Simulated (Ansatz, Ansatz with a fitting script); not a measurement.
# Mesh, cutoff and frequencies in RPA: Li3OCl (Pm-3m)

How far must mesh and response cutoff go for RPA on Li3OCl (Pm-3m)?

Calculated with Ansatz 0.2.0; EXX+RPA on PBEsol, plane waves, norm-conserving pseudopotentials.

### Step 1. The starting structure

Symmetry: Pm-3m, No. 221, cubic system. The conventional cell has a = 3.908 Å, b = 3.908 Å, c = 3.908 Å, α = 90.00°, β = 90.00°, γ = 90.00°. Li has 2 O at 1.95 Å and 4 Cl at 2.76 Å and 8 Li at 2.76 Å nearest. Nearest to Cl lie 12 Li at 2.76 Å. Nearest to O lie 6 Li at 1.95 Å. Farther neighbours and most contacts between anions are not listed.

As a file:

```cif
data_structure
_symmetry_space_group_name_H-M 'Pm-3m'
_symmetry_Int_Tables_number 221
_cell_length_a 3.9083
_cell_length_b 3.9083
_cell_length_c 3.9083
_cell_angle_alpha 90.000
_cell_angle_beta 90.000
_cell_angle_gamma 90.000
_cell_volume 59.70
loop_
_atom_site_label
_atom_site_type_symbol
_atom_site_symmetry_multiplicity
_atom_site_Wyckoff_symbol
_atom_site_fract_x
_atom_site_fract_y
_atom_site_fract_z
_atom_site_occupancy
Li1 Li 3 c 0.00000 0.50000 0.50000 1
Cl1 Cl 1 a 0.00000 0.00000 0.00000 1
O1 O 1 b 0.50000 0.50000 0.50000 1
```

The cell and positions are those that the Materials Project relaxed with its own functionals (PBE, PBE+U or r2SCAN), kept fixed. The program's search for lower electronic states was switched off, so nothing shows that the state found is the lowest.

### Step 2. Base settings, 3×3×3 mesh, cutoffs to 160 eV, 274 empty bands

The RPA correlation energy is summed at several response cutoffs, since it converges slowly from above.

Contents of input.yaml:

```yaml
crystal:
  lattice:
    - [3.908337, 0.0, 0.0]
    - [0.0, 3.908337, 0.0]
    - [0.0, 0.0, 3.908337]
  atoms:
    - { symbol: Li, position: [0.0, 0.5, 0.5] }
    - { symbol: Li, position: [0.5, 0.0, 0.5] }
    - { symbol: Li, position: [0.5, 0.5, 0.0] }
    - { symbol: Cl, position: [0.0, 0.0, 0.0] }
    - { symbol: O, position: [0.5, 0.5, 0.5] }
kpoints:
  mp_grid: { grid: [3, 3, 3] }
hamiltonian:
  xc: pbesol
  pseudopotentials: { kind: nc, xc_functional: pbe }
scf:
  occupations: { method: fixed }
  lower_state_search: "off"
  convergence: { dr2_threshold: 1.0e-09 }
output:
  rpa_energy:
    ecut_chi_ladder: [96, 112, 128, 144, 160]
    long_wavelength: optical_limit
    n_empty_bands: 274
basis:
  ecutwfc: 1240.0
  xc_grid: 3
```

On the command line:

```
$ ansatz run input.yaml --threads 8 --pin off --max-ram 18432MiB --backend cpu --events-out ev --progress --plain --runs-dir out
```

Numbers of over 12 decimals in the logs are rounded to 6 here.

The program printed:

```text
Engine: ansatz 0.2.0, aarch64-unknown-linux-gnu
Pseudopotentials: kind: nc
Pseudopotential: Li, nc, valence charge 3, recommended cutoff 1034.032677 eV (normal), Li.nc.azcp
Pseudopotential: Cl, nc, valence charge 7, recommended cutoff 789.130201 eV (normal), Cl.nc.azcp (PseudoDojo's, or run here from an input of PseudoDojo's: the run reads no file of this project's for it)
Pseudopotential: O, nc, valence charge 6, recommended cutoff 1240 eV (normal), O.nc.azcp
Functional definition: PBEsol
  exchange = pbesol_x
  correlation = pbesol_c
Crystal: 5 atoms, lattice volume = 59.700 Å³
Basis set: ecut = 1240 eV, 5887 PW (Γ), exchange–correlation on 135×135×135 points (27 copies of the dense FFT grid, shifted against one another)
Bands: 16, of which v1, the nominal top of the filled ones, is band 11 counted from 1 (10 counted from 0)
Symmetry: 48 space group operations
Space group: Pm-3m (ITA 221), of the structure as read, at distance tolerance 3.9e-5 Å
k-points: 4 of 27
Non-local potential: Li, projectors of the file, l = 0: 2, l = 1: 2
Non-local potential: Cl, projectors of the file, l = 0: 2, l = 1: 2, l = 2: 2
Non-local potential: O, projectors of the file, l = 0: 2, l = 1: 2, l = 2: 1
Initial density: superposition of atomic densities (chi_scale 0.1, normalization cell, long waves kept (reshape's long-wave potential 0.00 eV rms))
Initial wavefunctions: pseudopotential atomic-orbital guess
Functional: x = pbesol(κ = 0.804, μ = 0.123457), c = pbesol(β = 0.046)
SCF iter   1: F=—  HF=-1502.434737 eV  |F-HF|=—  |Δ(HF+E_count)|=         —  Δρ=7.22e-2  dr2=5.13e0  ethr=3.10e-3  ⟨swp⟩=5.5  Hψ=317  notcnv=0  defer=9
preconditioner: auto → Resta (q_TF=auto, 2.310 Å⁻¹)  ε∞=3.1  [insulator: Δε(μ)=4.856 eV  Ē_g=13.230 eV  n_scr=18 (ndim 8)  ℏωp=19.2 eV  f_vac=0.000  ε∞_Penn≈3.1]
SCF iter   2: F=—  HF=-1500.916848 eV  |F-HF|=—  |Δ(HF+E_count)|=    1.52e0  Δρ=4.18e-2  dr2=7.74e-1  ethr=3.10e-3  ⟨swp⟩=3.0  Hψ=157  notcnv=0  defer=7
SCF iter   3: F=—  HF=-1500.682501 eV  |F-HF|=—  |Δ(HF+E_count)|=   2.34e-1  Δρ=1.51e-2  dr2=2.60e-1  ethr=3.10e-3  ⟨swp⟩=3.0  Hψ=124  notcnv=0  defer=10
SCF iter   4: F=—  HF=-1500.591968 eV  |F-HF|=—  |Δ(HF+E_count)|=   9.05e-2  Δρ=6.25e-3  dr2=1.71e-2  ethr=1.18e-3  ⟨swp⟩=3.5  Hψ=111  notcnv=0  defer=10
SCF iter   5: F=—  HF=-1500.591139 eV  |F-HF|=—  |Δ(HF+E_count)|=   8.29e-4  Δρ=1.26e-3  dr2=5.17e-4  ethr=7.78e-5  ⟨swp⟩=2.2  Hψ=133  notcnv=0  defer=12
SCF iter   6: F=—  HF=-1500.591539 eV  |F-HF|=—  |Δ(HF+E_count)|=   4.01e-4  Δρ=1.53e-4  dr2=1.16e-5  ethr=2.35e-6  ⟨swp⟩=2.0  Hψ=95  notcnv=0  defer=11
SCF iter   7: F=—  HF=-1500.591563 eV  |F-HF|=—  |Δ(HF+E_count)|=   2.37e-5  Δρ=2.02e-5  dr2=1.68e-7  ethr=5.26e-8  ⟨swp⟩=2.0  Hψ=88  notcnv=0  defer=11
SCF iter   8: F=—  HF=-1500.591563 eV  |F-HF|=—  |Δ(HF+E_count)|=   1.15e-7  Δρ=2.42e-6  dr2=3.12e-9  ethr=7.63e-10  ⟨swp⟩=2.0  Hψ=92  notcnv=0  defer=9
SCF iter   9: F=-1500.591563 eV  HF=-1500.591563 eV  |F-HF|=1.75e-11  |Δ(HF+E_count)|=  9.51e-10  Δρ=2.68e-7  dr2=3.74e-11  ethr=4.55e-12  ⟨swp⟩=10.5  Hψ=382  notcnv=0
SCF 1 converged in 9 iterations: F = -1500.591563 eV  dr2 = 3.74e-11
NSCF: frozen V_eff on 4 k-points
EXX+RPA screening: q 1/4 (q-point 3)
EXX+RPA screening: q 2/4 (q-point 4)
EXX+RPA screening: q 3/4 (q-point 2)
EXX+RPA screening: q 4/4 (q-point 1)
NSCF: frozen V_eff on 1 k-points
NSCF: frozen V_eff on 1 k-points
[...]
SCF converged after 9 iterations
Free energy (F): -1500.591563 eV
Harris-Foulkes:  -1500.591563 eV  (|F-HF|=1.75e-11)
Internal energy: -1500.591563 eV  (E = F + TS)
E sigma→0 (E₀):  -1500.591563 eV
Fermi energy:    2.695449 eV
--- Per-component energies (eV) ---
  E_band       = -275.967016
  E_kinetic    = 904.704322
  E_local      = -1002.384024  (includes V_loc(G=0)·N_el)
  E_nonlocal   = -430.135975
  E_hartree    = 333.733900
  E_xc         = -384.771529
  E_vxc        = -415.619305  (∫ρ·V_xc dr)
  E_ewald      = -921.738257
  E_smearing   = -0.000000  (= −TS)
  E_closure    = -0.000000  (closes the sum)
  Σ components = -1500.591563   (vs F -1500.591563, Δ=0.00e0)
--- Band table (eV) ---
  k-point 0: bands = [... 7 lower, -0.1327, 2.3302, 2.3302, 2.3302, 7.4208, 9.6981, 9.6981, 14.4345, ... 1 higher]
  k-point 1: bands = [... 7 lower, 0.2748, 1.9173, 1.9476, 1.9476, 8.7171, 9.3276, 11.5000, 12.0075, ... 1 higher]
  k-point 2: bands = [... 7 lower, 0.5267, 1.9250, 2.2146, 2.6954, 8.0842, 10.1983, 11.1522, 11.4550, ... 1 higher]
  k-point 3: bands = [... 7 lower, -0.5952, 2.2105, 2.2105, 2.4822, 9.6640, 10.6447, 10.7163, 10.7163, ... 1 higher]
--- EXX+RPA: 3×3×3 mesh (4 irreducible q, 35/108 k–q pairs), 285 bands' worth read of 290 solved (the sum completed by the states above those read; Γ's head and wings end at those read), 11 occupied, 12 frequency nodes, the response taken to reach 765.1 eV, pair-density box ratio 4, q→0 included in E_x (Coulomb truncated on the Wigner–Seitz cell) and E_c (k·p head, wings) ---
  smallest occupied→empty transition 4.725e0 eV, smallest direct gap 5.091e0 eV
  indirect gap at most 4.725e0 eV, over 4 k-points of the mesh
  bands read: the sum over 285 bands ends inside a degenerate multiplet in 1 slot, whose members it reads at an even weight; the widest, k=0: bands 285 to 287 (counted from 1) at 1/3 each
  E_x                     =      -300.454580 eV
  E_xc[n_v+n_c], E_xc[n_v] =      -384.771529, -311.429354 eV (parent functional, the pass's orbitals; any nonlocal part keeps n_c)
  E_c ladder  E_cut^χ (eV)   ⟨N_G⟩      E_cut^sphere (eV)      E_c (eV)
                   96.00      126.2             95.33        -19.337414
                  112.00      162.4            112.80        -20.870708
                  128.00      194.7            127.30        -21.939490
                  144.00      235.4            144.46        -23.013675
                  160.00      275.6            160.48        -23.877474
  E_c(E_cut→∞)            =       -27.489522 ± 0.326414 eV  (E_cut^-3/2 fit over 5 rungs)
  S(q), 3 of 3 wave vectors   |q| (1/Å)       S_0(q)   S_0 (bands read)   S_RPA(q)   (top rung; structure_factors; the frequency nodes sum S_0 to within 1.1e-6)
    ( 0.0000,  0.0000,  0.3333)    0.53588     0.052079           0.051774   0.030566
    ( 0.0000,  0.3333,  0.3333)    0.75785     0.095318           0.094696   0.058731
    ( 0.3333,  0.3333,  0.3333)    0.92817     0.134180           0.133230   0.085883
  core–valence xc dropped  : E_EXX =     -1416.274614 eV   E_EXX+RPA =     -1443.764136 eV
  core–valence xc semilocal: E_EXX =     -1489.616789 eV   E_EXX+RPA =     -1517.106311 eV
```

It took 17 s on 8 threads of Arm Neoverse N1, shared host; peak memory 1.5 GiB.

Numbers from this step:

```yaml
exact_exchange_energy: -300.4546 eV
rpa_correlation_energy: -27.49 eV
```

Extrapolated from these cutoffs, the correlation energy is -5.50 eV per atom (fit error 0.07); such a limit moves with the range of cutoffs.

RPA ladder, by row:

```csv
response cutoff (eV),mean plane waves,sphere-equivalent cutoff (eV),correlation energy (eV)
96,126.2,95.33,-19.34
112,162.4,112.8,-20.87
128,194.7,127.3,-21.94
144,235.4,144.5,-23.01
160,275.6,160.5,-23.88
```

### Step 3. Base settings, 3×3×3 mesh, cutoffs to 160 eV, 288 empty bands, volume +5 %

The cell differs from the one that the last finished run ended in (a 3.908 → 3.972 Å, b 3.908 → 3.972 Å, c 3.908 → 3.972 Å).

Changes to input.yaml since step 2:

```diff
@@ -2,5 +2,5 @@
   lattice:
-    - [3.908337, 0.0, 0.0]
-    - [0.0, 3.908337, 0.0]
-    - [0.0, 0.0, 3.908337]
+    - [3.972419488, 0.0, 0.0]
+    - [0.0, 3.972419488, 0.0]
+    - [0.0, 0.0, 3.972419488]
   atoms:
@@ -24,3 +24,3 @@
     long_wavelength: optical_limit
-    n_empty_bands: 274
+    n_empty_bands: 288
 basis:
```

The program printed:

```text
[...]
Crystal: 5 atoms, lattice volume = 62.685 Å³
Basis set: ecut = 1240 eV, 6235 PW (Γ), exchange–correlation on 144×144×144 points (27 copies of the dense FFT grid, shifted against one another)
Bands: 16, of which v1, the nominal top of the filled ones, is band 11 counted from 1 (10 counted from 0)
Symmetry: 48 space group operations
[...]
k-points: 4 of 27
[...]
E_c(E_cut→∞)            =       -27.546456 ± 0.308959 eV  (E_cut^-3/2 fit over 5 rungs)
[...]
( 0.0000,  0.0000,  0.3333)    0.52723     0.051112           0.050819   0.030087
    ( 0.0000,  0.3333,  0.3333)    0.74562     0.093701           0.093101   0.057813
    ( 0.3333,  0.3333,  0.3333)    0.91320     0.131998           0.131082   0.084549
  core–valence xc dropped  : E_EXX =     -1416.250827 eV   E_EXX+RPA =     -1443.797283 eV
  core–valence xc semilocal: E_EXX =     -1489.579437 eV   E_EXX+RPA =     -1517.125894 eV
[key lines of the parts left out:]
SCF converged after 9 iterations
Free energy (F): -1500.524558 eV
Fermi energy:    2.333293 eV
```

The job ended after 19 s (8 threads; peak memory 1.8 GiB; 2.1 min of CPU time).

Numbers from this step:

* exact exchange energy: -299.7047 eV
* RPA correlation energy: -27.55 eV

Extrapolated from these cutoffs, the correlation energy is -5.51 eV per atom (fit error 0.06); such a limit moves with the range of cutoffs.

RPA ladder, by row:

```csv
response cutoff (eV),mean plane waves,sphere-equivalent cutoff (eV),correlation energy (eV)
96,136.9,97.41,-19.52
112,168.6,112,-20.78
128,203.6,126.9,-21.9
144,245.1,143.7,-22.95
160,289.2,160.4,-23.85
```

### Step 4. Response cutoff, 3×3×3 mesh, cutoffs to 90 eV, 115 empty bands

input.yaml, the sections that differ from step 3:

```yaml
crystal:
  lattice:
    - [3.908337, 0.0, 0.0]
    - [0.0, 3.908337, 0.0]
    - [0.0, 0.0, 3.908337]
  atoms:
    - { symbol: Li, position: [0.0, 0.5, 0.5] }
    - { symbol: Li, position: [0.5, 0.0, 0.5] }
    - { symbol: Li, position: [0.5, 0.5, 0.0] }
    - { symbol: Cl, position: [0.0, 0.0, 0.0] }
    - { symbol: O, position: [0.5, 0.5, 0.5] }
output:
  rpa_energy:
    ecut_chi_ladder: [54, 63, 72, 81, 90]
    long_wavelength: optical_limit
    n_empty_bands: 115
# kpoints, hamiltonian, scf, basis: as in step 3
```

The program printed:

```text
[...]
Crystal: 5 atoms, lattice volume = 59.700 Å³
Basis set: ecut = 1240 eV, 5887 PW (Γ), exchange–correlation on 135×135×135 points (27 copies of the dense FFT grid, shifted against one another)
Bands: 16, of which v1, the nominal top of the filled ones, is band 11 counted from 1 (10 counted from 0)
Symmetry: 48 space group operations
[...]
k-points: 4 of 27
[...]
E_c(E_cut→∞)            =       -22.614458 ± 0.436904 eV  (E_cut^-3/2 fit over 5 rungs)
[...]
( 0.0000,  0.0000,  0.3333)    0.53588     0.052079           0.051002   0.030650
    ( 0.0000,  0.3333,  0.3333)    0.75785     0.095318           0.093110   0.058895
    ( 0.3333,  0.3333,  0.3333)    0.92817     0.134180           0.130789   0.086113
  core–valence xc dropped  : E_EXX =     -1416.274614 eV   E_EXX+RPA =     -1438.889072 eV
  core–valence xc semilocal: E_EXX =     -1489.616789 eV   E_EXX+RPA =     -1512.231247 eV
[key lines of the parts left out:]
SCF converged after 9 iterations
Free energy (F): -1500.591563 eV
Fermi energy:    2.695449 eV
```

Wall time 7.1 s (8 threads); peak memory 0.78 GiB.

This step gave:

```
exact exchange energy  : -300.4546 eV
RPA correlation energy : -22.61 eV
```

Extrapolated from these cutoffs, the correlation energy is -4.52 eV per atom (fit error 0.09); such a limit moves with the range of cutoffs.

### Step 5. Response cutoff, 3×3×3 mesh, cutoffs to 90 eV, 121 empty bands, volume +5 %

Changes to input.yaml since step 4:

```diff
@@ -2,5 +2,5 @@
   lattice:
-    - [3.908337, 0.0, 0.0]
-    - [0.0, 3.908337, 0.0]
-    - [0.0, 0.0, 3.908337]
+    - [3.972419488, 0.0, 0.0]
+    - [0.0, 3.972419488, 0.0]
+    - [0.0, 0.0, 3.972419488]
   atoms:
@@ -24,3 +24,3 @@
     long_wavelength: optical_limit
-    n_empty_bands: 115
+    n_empty_bands: 121
 basis:
```

The program printed:

```text
[...]
Crystal: 5 atoms, lattice volume = 62.685 Å³
Basis set: ecut = 1240 eV, 6235 PW (Γ), exchange–correlation on 144×144×144 points (27 copies of the dense FFT grid, shifted against one another)
Bands: 16, of which v1, the nominal top of the filled ones, is band 11 counted from 1 (10 counted from 0)
Symmetry: 48 space group operations
[...]
k-points: 4 of 27
[...]
E_c(E_cut→∞)            =       -22.585505 ± 0.416054 eV  (E_cut^-3/2 fit over 5 rungs)
[...]
( 0.0000,  0.0000,  0.3333)    0.52723     0.051112           0.050083   0.030171
    ( 0.0000,  0.3333,  0.3333)    0.74562     0.093701           0.091596   0.057980
    ( 0.3333,  0.3333,  0.3333)    0.91320     0.131998           0.128773   0.084782
  core–valence xc dropped  : E_EXX =     -1416.250827 eV   E_EXX+RPA =     -1438.836332 eV
  core–valence xc semilocal: E_EXX =     -1489.579437 eV   E_EXX+RPA =     -1512.164942 eV
[key lines of the parts left out:]
SCF converged after 9 iterations
Free energy (F): -1500.524558 eV
Fermi energy:    2.333293 eV
```

The job ended after 7.3 s (8 threads; peak memory 0.84 GiB).

This step gave:

- exact exchange energy: -299.7047 eV
- RPA correlation energy: -22.59 eV

Extrapolated from these cutoffs, the correlation energy is -4.52 eV per atom (fit error 0.08); such a limit moves with the range of cutoffs.

### Step 6. Response cutoff, 3×3×3 mesh, cutoffs to 240 eV, 504 empty bands

input.yaml, the sections that differ from step 5:

```yaml
crystal:
  lattice:
    - [3.908337, 0.0, 0.0]
    - [0.0, 3.908337, 0.0]
    - [0.0, 0.0, 3.908337]
  atoms:
    - { symbol: Li, position: [0.0, 0.5, 0.5] }
    - { symbol: Li, position: [0.5, 0.0, 0.5] }
    - { symbol: Li, position: [0.5, 0.5, 0.0] }
    - { symbol: Cl, position: [0.0, 0.0, 0.0] }
    - { symbol: O, position: [0.5, 0.5, 0.5] }
output:
  rpa_energy:
    ecut_chi_ladder: [144, 168, 192, 216, 240]
    long_wavelength: optical_limit
    n_empty_bands: 504
# kpoints, hamiltonian, scf, basis: as in step 5
```

The program printed:

```text
[...]
Crystal: 5 atoms, lattice volume = 59.700 Å³
Basis set: ecut = 1240 eV, 5887 PW (Γ), exchange–correlation on 135×135×135 points (27 copies of the dense FFT grid, shifted against one another)
Bands: 16, of which v1, the nominal top of the filled ones, is band 11 counted from 1 (10 counted from 0)
Symmetry: 48 space group operations
[...]
k-points: 4 of 27
[...]
E_c(E_cut→∞)            =       -30.019426 ± 0.227461 eV  (E_cut^-3/2 fit over 5 rungs)
[...]
( 0.0000,  0.0000,  0.3333)    0.53588     0.052079           0.051967   0.030530
    ( 0.0000,  0.3333,  0.3333)    0.75785     0.095318           0.095089   0.058651
    ( 0.3333,  0.3333,  0.3333)    0.92817     0.134180           0.133830   0.085757
  core–valence xc dropped  : E_EXX =     -1416.274614 eV   E_EXX+RPA =     -1446.294040 eV
  core–valence xc semilocal: E_EXX =     -1489.616789 eV   E_EXX+RPA =     -1519.636215 eV
[key lines of the parts left out:]
SCF converged after 9 iterations
Free energy (F): -1500.591563 eV
Fermi energy:    2.695449 eV
```

Elapsed: 43 s, on 8 threads; peak memory 2.7 GiB; 4.9 min of CPU time.

This step gave:

```
exact exchange energy  : -300.4546 eV
RPA correlation energy : -30.02 eV
```

Extrapolated from these cutoffs, the correlation energy is -6.00 eV per atom (fit error 0.05); such a limit moves with the range of cutoffs.

### Step 7. Response cutoff, 3×3×3 mesh, cutoffs to 240 eV, 529 empty bands, volume +5 %

Changes to input.yaml since step 6:

```diff
@@ -2,5 +2,5 @@
   lattice:
-    - [3.908337, 0.0, 0.0]
-    - [0.0, 3.908337, 0.0]
-    - [0.0, 0.0, 3.908337]
+    - [3.972419488, 0.0, 0.0]
+    - [0.0, 3.972419488, 0.0]
+    - [0.0, 0.0, 3.972419488]
   atoms:
@@ -24,3 +24,3 @@
     long_wavelength: optical_limit
-    n_empty_bands: 504
+    n_empty_bands: 529
 basis:
```

The program printed:

```text
[...]
Crystal: 5 atoms, lattice volume = 62.685 Å³
Basis set: ecut = 1240 eV, 6235 PW (Γ), exchange–correlation on 144×144×144 points (27 copies of the dense FFT grid, shifted against one another)
Bands: 16, of which v1, the nominal top of the filled ones, is band 11 counted from 1 (10 counted from 0)
Symmetry: 48 space group operations
[...]
k-points: 4 of 27
[...]
E_c(E_cut→∞)            =       -29.968101 ± 0.229070 eV  (E_cut^-3/2 fit over 5 rungs)
[...]
( 0.0000,  0.0000,  0.3333)    0.52723     0.051112           0.051005   0.030050
    ( 0.0000,  0.3333,  0.3333)    0.74562     0.093701           0.093482   0.057738
    ( 0.3333,  0.3333,  0.3333)    0.91320     0.131998           0.131665   0.084435
  core–valence xc dropped  : E_EXX =     -1416.250827 eV   E_EXX+RPA =     -1446.218928 eV
  core–valence xc semilocal: E_EXX =     -1489.579437 eV   E_EXX+RPA =     -1519.547538 eV
[key lines of the parts left out:]
SCF converged after 9 iterations
Free energy (F): -1500.524558 eV
Fermi energy:    2.333293 eV
```

Run time: 48 s. Hardware: 8 threads; peak memory 3 GiB; 5.5 min of CPU time.

This step gave:

* exact exchange energy: -299.7047 eV
* RPA correlation energy: -29.97 eV

Extrapolated from these cutoffs, the correlation energy is -5.99 eV per atom (fit error 0.05); such a limit moves with the range of cutoffs.

(Continued in part 2 of 4.)

[Paths, hosts, dates, memory and timing lines, banners, echoed tables and standing remarks are left out of the program output.]

[Logs are printed without paths, hosts, clocks, repeated set-up lines and the standing remarks that a program may print on its own settings, such as how far it seeks lower states.]

[Runs of the session that timed out or met a known fault of the program may be left out.]

[Hosts, paths, dates, database ids (printed as entryN), source tags and the programs' standing remarks are cut or masked in the printed files.]
